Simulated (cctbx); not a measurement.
# X-rays or neutrons for the lightest atoms?

Cell a = 13.6500 Å, b = 13.6500 Å, c = 13.6500 Å, α = 90.00°, β = 90.00°, γ = 90.00°; space group Fm-3m (no. 225); content Nd24 Mg56 N4 Be36. The heavier atoms are placed; Be is still missing.

The data are simulated with cctbx, not measured: Ga Kα, λ = 1.3414 Å, to d = 0.8 Å, 70 % of the full sphere, strongest reflection 20000 counts, noise from counting, a 2 % proportional error and a noise floor of 4 counts (s.d.); no absorption.

Refinement without Be (map in e/Å³):

```text
Rint 0.022, 170 unique reflections to 0.80 A
cycle     R1     wR2    GooF  max shift (A)
   1  0.0780  0.1876  22.095   0.00663
   2  0.0352  0.0863  10.167   0.00000
final R1 0.0352 wR2 0.0863 GooF 10.167  parameters 6  data/parameter 28.3
atom        x        y        z      Ueq    occ   su(xyz)  su(Uiso or U11)
Nd1    0.00000  0.00000  0.80821   0.0121  1.000  0.00007  0.0004
Mg1    0.25000  0.25000  0.00000   0.0293  1.000  0.00000  0.0017
Mg2    0.87931  0.87931  0.62069   0.0255  1.000  0.00026  0.0013
N1     0.00000  0.00000  0.00000   0.0309  1.000  0.00000  0.0100
difference map: max 5.77 min -0.30 rms 0.31
Q1    0.1726  0.1726  0.1726   32    6.18  2.79 A from Mg1
Q2    0.0000  0.0000  0.5000    4    5.77  2.85 A from Mg2
Q3    0.0000  0.0000  0.1791   24    1.84  0.17 A from Nd1
Q4    0.1946  0.1946  0.2559   96    0.27  2.21 A from Mg2
Q5    0.0000  0.2500  0.2500   24    0.22  0.00 A from Mg1
Q6    0.0000  0.0000  0.4107   24    0.21  2.37 A from Mg2
Q7    0.0946  0.1984  0.1984   96    0.20  1.63 A from Mg1
Q8    0.1463  0.1463  0.2485   96    0.19  1.85 A from Mg2
```

The data are simulated with cctbx, not measured: neutrons of λ = 0.84 Å, to d = 0.8 Å, 70 % of the full sphere, strongest reflection 5000 counts, noise from counting, a 2 % proportional error and a noise floor of 4 counts (s.d.); no absorption.

Refinement without Be (map in fm/Å³; only maxima are listed):

```text
Rint 0.043, 170 unique reflections to 0.80 A
cycle     R1     wR2    GooF  max shift (A)
   1  0.5483  0.8253  49.957   0.04252
   3  0.5208  0.8020  48.548   0.00011
final R1 0.5208 wR2 0.8020 GooF 48.548  parameters 6  data/parameter 28.3
atom        x        y        z      Ueq    occ   su(xyz)  su(Uiso or U11)
Nd1    0.00000  0.00000  0.81067   0.0001  1.000  0.00192  0.0069
Mg1    0.25000  0.25000  0.00000   0.0090  1.000  0.00000  0.0092
Mg2    0.87973  0.87973  0.62027   0.0114  1.000  0.00147  0.0093
N1     0.00000  0.00000  0.00000   0.0273  1.000  0.00000  0.0171
difference map: max 43.64 min -7.09 rms 2.76
Q1    0.0000  0.0000  0.5000    4   43.64  2.84 A from Mg2
Q2    0.1697  0.1697  0.1697   32   38.40  2.79 A from Mg1
Q3    0.0000  0.0000  0.1904   24   30.10  0.01 A from Nd1
Q4    0.0000  0.0000  0.0000    4   18.46  0.00 A from N1
Q5    0.0000  0.2500  0.2500   24   15.28  0.00 A from Mg1
Q6    0.1242  0.1242  0.3758   32   15.05  0.09 A from Mg2
Q7    0.0000  0.1477  0.3523   48    8.93  1.73 A from Mg2
Q8    0.0665  0.0665  0.1817   96    6.61  1.29 A from Nd1
```

**Question.** Where is Be, and which data fix it better?

Be sits at (1/2, 0, 0) and (0.1725, 0.1725, 0.8275). Adding it takes R1 from 0.035 to 0.004 with X-rays and from 0.521 to 0.007 with neutrons. Its largest coordinate s.u. is 0.00012 with X-rays and 0.00002 with neutrons, so neutrons fix it better in these data. In the X-ray map Q1 and Q2 mark it. In the neutron map Q1 and Q2 mark it.

Final neutron refinement:

```text
Rint 0.043, 170 unique reflections to 0.80 A
cycle     R1     wR2    GooF  max shift (A)
   1  0.1572  0.3381  20.652   0.02643
   2  0.0072  0.0148   0.904   0.00000
final R1 0.0072 wR2 0.0148 GooF 0.904  parameters 9  data/parameter 18.9
atom        x        y        z      Ueq    occ   su(xyz)  su(Uiso or U11)
Nd1    0.00000  0.00000  0.80827   0.0131  1.000  0.00002  0.0001
Mg1    0.25000  0.25000  0.00000   0.0300  1.000  0.00000  0.0001
Mg2    0.87928  0.87928  0.62072   0.0265  1.000  0.00002  0.0001
N1     0.00000  0.00000  0.00000   0.0336  1.000  0.00000  0.0002
Be1    0.50000  0.00000  0.00000   0.0391  1.000  0.00000  0.0002
Be2    0.17251  0.17251  0.82749   0.0365  1.000  0.00002  0.0001
difference map: max 0.20 min -0.16 rms 0.03
Q1    0.0649  0.0649  0.0649   32    0.21  1.53 A from N1
Q2    0.1256  0.2500  0.2500   48    0.13  1.63 A from Be2
Q3    0.2500  0.2500  0.2500    8    0.12  1.83 A from Be2
Q4    0.0000  0.0000  0.0000    4    0.11  0.00 A from N1
Q5    0.0604  0.1378  0.3622   96    0.10  0.89 A from Mg2
Q6    0.1569  0.1569  0.1569   32    0.10  0.37 A from Be2
```

The model was made for the exercise: a known structure type with other elements put in, its volume estimated, not relaxed; displacement parameters are assumed.

[Middle refinement cycles are left out of these outputs.]

[Logs are printed without paths, hosts, clocks, repeated set-up lines and the standing remarks that a program may print on its own settings, such as how far it seeks lower states.]
